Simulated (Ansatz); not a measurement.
## GaAs (F-43m): the HSE06 gap against the k mesh of the hybrid

Wanted: the cheapest k mesh of the hybrid that holds the HSE06 gap of GaAs (F-43m).

Program: Ansatz 0.2.0. Level of theory: DFT, HSE06, plane waves, PAW. Results are calculated unless marked as measured.

Most raw output is cut from this account.

## (1) The starting structure

It takes space group F-43m (No. 216, cubic). The conventional cell has a = 5.654 Å, b = 5.654 Å, c = 5.654 Å, α = 90.00°, β = 90.00°, γ = 90.00°. Nearest to Ga lie 4 As at 2.45 Å. Nearest to As lie 4 Ga at 2.45 Å. Farther neighbours are not listed.

The cell and positions come from the Crystallography Open Database and are kept as given unless a step says otherwise. The default PAW set here is soft_1. Its files were made with PBE.

## (2) k mesh of the hybrid: 2×2×2

Input file input.yaml:

```yaml
crystal:
  lattice:
    - [0.0, 2.82685, 2.82685]
    - [2.82685, 0.0, 2.82685]
    - [2.82685, 2.82685, 0.0]
  atoms:
    - { symbol: Ga, position: [0.0, 0.0, 0.0] }
    - { symbol: As, position: [0.25, 0.25, 0.25] }
kpoints:
  mp_grid: { grid: [2, 2, 2] }
  band_path:
    path:
      - [0.0, 0.0, 0.0]
      - [-0.5, -0.5, 0.0]
      - [-0.375, -0.375, 0.25]
      - [-0.375, 0.0, 0.375]
      - [0.0, 0.0, 0.5]
      - [-0.5, -0.25, 0.25]
    npoints: 1
hamiltonian:
  xc: hse06
  pseudopotentials: { kind: paw, azcp: { folder: "./paw" } }
scf:
  occupations: { method: fixed }
  n_extra_bands: 4
output:
  eigenvalues: true
  write_density: true
  write_potential: true
  elf: true
  volumetric_format: npy
```

Started as:

```sh
> ansatz run input.yaml --threads 3 --pin off --max-ram 92160MiB --backend cuda --events-out ev --progress --plain --runs-dir out --devices 1 --max-vram 13GiB
```

Elapsed: 18 s, on 1 × NVIDIA H100 80GB HBM3 (shared by 6 runs) with 3 threads of AMD EPYC 7R13 (Zen 3), shared host; peak memory 1 GiB; 5.8 s of CPU time.

Numbers from this step:

```
gap                     : 1.777 eV
valence top at          : Γ
conduction bottom at    : Γ
least direct gap        : 1.777 eV
exact-exchange fraction : 0.25
```

The gap is direct, at Γ.

## (3) k mesh of the hybrid: 4×4×4

Edit input.yaml of step 2 so:

```diff
@@ -9,3 +9,3 @@
 kpoints:
-  mp_grid: { grid: [2, 2, 2] }
+  mp_grid: { grid: [4, 4, 4] }
   band_path:
@@ -27,5 +27 @@
   eigenvalues: true
-  write_density: true
-  write_potential: true
-  elf: true
-  volumetric_format: npy
```

Wall time 24 s (1 × NVIDIA H100 80GB HBM3 (shared by 6 runs) with 3 threads); peak memory 1 GiB.

This step gave:

```yaml
gap: 1.474 eV
valence_top_at: Γ
conduction_bottom_at: Γ
least_direct_gap: 1.474 eV
```

The gap is 1.474 eV, −0.303 eV from the run before at this level.

## (4) k mesh of the hybrid: 6×6×6

Edit input.yaml of step 3 so:

```diff
@@ -9,3 +9,3 @@
 kpoints:
-  mp_grid: { grid: [4, 4, 4] }
+  mp_grid: { grid: [6, 6, 6] }
   band_path:
```

It took 33 s on 1 × NVIDIA H100 80GB HBM3 (shared by 6 runs) with 3 threads; peak memory 1.2 GiB; 17 s of CPU time.

This step gave:

```
gap                  : 1.421 eV
valence top at       : Γ
conduction bottom at : Γ
least direct gap     : 1.421 eV
```

The gap is 1.421 eV, −0.053 eV from the run before at this level.

## (5) The series

Differences are against the last row; a negative gap means that bands overlap, and a run with a band path holds that path's time. Times are wall times on 1 × NVIDIA H100 80GB HBM3 (shared by 6 runs) with 3 threads of AMD EPYC 7R13 (Zen 3), shared host, good to a factor of about two.

```csv
k mesh of the hybrid,gap (eV),direct gap (eV),gap error (eV),energy error (meV/atom),irreducible k,time
2×2×2,1.777,1.777,+0.356,+1148.5,3,18 s
4×4×4,1.474,1.474,+0.053,+67.5,8,24 s
6×6×6,1.421,1.421,+0.000,+0.0,16,33 s
```

## (6) Outcome

```json
{
  "2×2×2": "1.777 eV",
  "4×4×4": "1.474 eV",
  "6×6×6": "1.421 eV"
}
```

**Reading.** The gap holds to 0.02 eV from 6×6×6 on, the last run itself, so the series does not show convergence. At 2×2×2 the gap is off by +0.356 eV and the energy by +1148 meV/atom. The gap is read over the mesh and added points near the edges, so meshes differ mainly through the density and, for a hybrid, the exchange operator.

[Paths, hosts, dates, memory and timing lines, banners, echoed tables and standing remarks are left out of the program output.]

[Logs are printed without paths, hosts, clocks, repeated set-up lines and the standing remarks that a program may print on its own settings, such as how far it seeks lower states.]

[Runs of the session that timed out or met a known fault of the program may be left out.]

[Cells called generated may have been cut or substituted from an entry of the Crystallography Open Database or the Materials Project.]

[Hosts, paths, dates, database ids (printed as entryN), source tags and the programs' standing remarks are cut or masked in the printed files.]
